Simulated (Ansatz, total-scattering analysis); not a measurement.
# Assigning the peaks of a pair distribution function

The sample: amorphous 79In2O3-21Ga2O3 (mol %) (Ga 8.6, In 31.4, O 60.0 atom %) at 300 K, fixed volume (mean pressure 0.6 GPa), ρ₀ = 0.0711 Å⁻³. The data come from ab initio molecular dynamics with Ansatz (PBE, plane waves, PAW set soft_1, Langevin thermostat, no spin, fixed volume). The average runs over 1.70 ps of 70 atoms, so shells between rare elements are rough. Mean temperature 342 K, largest m.s.d. 0.19 Å², energy drift -6 meV an atom (last third less first, no steady trend), Langevin friction 2 ps⁻¹; the first quarter of the run is discarded. Preparation: atoms packed at random with minimum distances, then 1.5 ps at 2600 K, 1.6 ps at 1610 K and 1.8 ps at 860 K with a cheaper basis and a friction of 10 ps⁻¹ (mean temperature of the first stage 2676 K), too short to forget the start in full. So short a stretch relaxes bonds and nearest shells but still remembers its start. It is rigid on the time of the run. A cell quenched within picoseconds keeps more over- and under-coordinated atoms than a real glass or film, so this is a model of such a quench.

S(Q) is the Faber–Ziman total, Σ ci cj fi fj (Sij − 1)/⟨f⟩² + 1. Below 4 Å⁻¹ the partials are summed on the cell's own reciprocal vectors (from 0.63 Å⁻¹) and folded with a Gaussian of σ = 0.14 Å⁻¹; above it they are transforms of g(r) out to 6.8 Å, tapered over the last 40 %. The fold lowers sharp peaks, and with so few vectors their positions are good to about 0.1 Å⁻¹. X-rays take neutral-atom form factors, neutrons coherent lengths (Ga 7.288, In 4.065, O 5.8037 fm). Absorption by In is ignored. G(r) = 4πrρ₀[g(r) − 1] carries the resolution of a Lorch-windowed transform up to 20 Å⁻¹. The patterns are simulated, not measured. The cell is small: beyond half the box only the part of each shell inside it is counted, and low-Q values rest on few vectors.

```tsv
Q (Å⁻¹)	X-ray	neutron
0.6	-0.56	0.03
0.9	-0.56	0.06
1.2	-0.52	0.11
1.5	-0.36	0.20
1.8	0.65	0.55
2.1	2.21	0.65
2.4	1.59	1.05
2.7	0.41	1.16
3.0	0.34	0.78
3.3	0.63	0.80
3.6	1.50	1.18
3.9	1.69	1.36
4.2	1.34	1.31
4.5	0.86	1.13
4.8	0.59	0.92
5.1	0.66	0.76
5.4	0.95	0.75
5.7	1.16	0.87
6.0	1.16	1.01
6.3	1.06	1.10
6.6	0.98	1.12
6.9	0.96	1.11
7.2	1.00	1.06
7.5	1.03	1.00
7.8	1.01	0.95
8.1	0.97	0.92
8.4	0.94	0.93
8.7	0.95	0.97
9.0	1.00	1.01
9.3	1.06	1.04
9.6	1.08	1.04
9.9	1.03	1.02
10.2	0.97	1.00
10.5	0.95	0.98
10.8	0.97	0.98
11.1	1.01	1.00
11.4	1.02	1.01
11.7	1.00	1.01
12.0	1.00	1.01
```

G(r):

```tsv
r (Å)	X-ray	neutron
1.0	-0.88	-0.88
1.1	-0.96	-0.96
1.2	-1.05	-1.07
1.3	-1.11	-1.12
1.4	-1.17	-1.16
1.5	-1.21	-1.27
1.6	-1.20	-1.31
1.7	-1.12	-0.95
1.8	-0.99	-0.22
1.9	-0.71	0.43
2.0	-0.18	0.90
2.1	0.38	1.24
2.2	0.43	1.10
2.3	-0.14	0.27
2.4	-0.92	-0.80
2.5	-1.46	-1.39
2.6	-1.75	-1.31
2.7	-1.93	-0.88
2.8	-1.91	-0.30
2.9	-1.67	0.23
3.0	-1.26	0.57
3.1	-0.61	0.78
3.2	0.56	0.96
3.3	2.05	1.08
3.4	3.27	1.04
3.5	3.75	0.86
3.6	3.50	0.56
3.7	2.81	0.20
3.8	1.93	-0.11
3.9	1.18	-0.31
4.0	0.69	-0.40
4.1	0.24	-0.44
4.2	-0.31	-0.44
4.3	-0.80	-0.41
4.4	-1.05	-0.38
4.5	-1.08	-0.33
4.6	-1.01	-0.24
4.7	-0.95	-0.15
4.8	-0.97	-0.10
4.9	-1.06	-0.07
5.0	-1.01	0.05
5.1	-0.80	0.26
5.2	-0.55	0.41
5.3	-0.35	0.44
5.4	-0.13	0.45
5.5	0.13	0.53
5.6	0.44	0.62
5.7	0.74	0.61
5.8	0.95	0.46
5.9	1.11	0.27
6.0	1.36	0.10
```

**Question.** Which pairs make the maxima of G(r) below 4.5 Å, and what can the data say of the number of neighbours?

Each pair enters with the weight ci cj fi fj (2 − δij)/⟨f⟩², taking f = Z for X-rays at Q = 0: In–In 0.45 / 0.06; O–O 0.04 / 0.42; In–O 0.28 / 0.31; Ga–In 0.16 / 0.06; Ga–O 0.05 / 0.15; Ga–Ga 0.01 / 0.01 (X-ray / neutron).

| radiation | maximum (Å) | G (Å⁻²) | pairs that make it (share of the curvature of G, each pair at the same resolution) |
| --- | --- | --- | --- |
| X-ray | 2.16 | 0.50 | In–O 99 % |
| X-ray | 3.51 | 3.76 | In–In 84 %, Ga–In 15 % |
| neutron | 2.13 | 1.27 | In–O 100 %, merged with Ga–O at 1.88 Å, share not resolved |
| neutron | 3.33 | 1.09 | O–O 69 %, In–In 19 %, Ga–In 13 % |

The first shell (Ga–O, 1.88 Å) shares its range with In–O (2.15 Å), so its area is a weighted sum. The maxima can be assigned, but 2 totals can't separate 6 partials, so the counts below come from the model itself.

From the coordinates:

| pair | first peak (Å) | g there | first minimum (Å) | g there | neighbours |
| --- | --- | --- | --- | --- | --- |
| Ga–O | 1.88 | 12.9 | 2.38 | 0.02 | 4.0 O per Ga, 0.6 Ga per O |
| In–O | 2.15 | 6.9 | 2.90 | 0.27 | 5.5 O per In, 2.9 In per O |
| O–O | 2.97 | 2.4 | 4.08 | 0.62 | 12.4 |
| Ga–In | 3.35 | 2.8 | 4.42 | 0.40 | 8.5 In per Ga, 2.3 Ga per In |
| In–In | 3.42 | 3.3 | 4.92 | 0.34 | 10.3 |

Bonded neighbours (only these pairs count: cutoffs Ga–O 2.38 Å, In–O 2.9 Å): Ga: 4 100 %; In: 4 1.5 %, 5 49 %, 6 47 %, 7 2.7 %; O: 1 0.6 %, 2 4.3 %, 3 46 %, 4 48 %, 5 1.7 %. For In–O g doesn't fall to zero at the cutoff, so those shares hang on where it is put. O–Ga–O peak at 100°, O–In–O peak at 80° and In–O–In peak at 100°. These counts come from 15 frames.

Anions around each cation, with the position of the first peak: In 5.5 (In–O 2.15 Å, to 2.90 Å) and Ga 4.0 (Ga–O 1.88 Å, to 2.38 Å). The weights that differ most between the probes (X-ray, neutron): In–In 0.45 and 0.06, O–O 0.04 and 0.42 and Ga–In 0.16 and 0.06. At 2.57 Å⁻¹ neutrons show a peak (1.29) where X-rays give 0.74: term by term, w(S − 1) with f = Z as a rough X-ray weight: O–O +0.70 against +0.07, Ga–O -0.27 against -0.09 and In–In -0.02 against -0.14 (neutron against X-ray).

[Logs are printed without paths, hosts, clocks, repeated set-up lines and the standing remarks that a program may print on its own settings, such as how far it seeks lower states.]
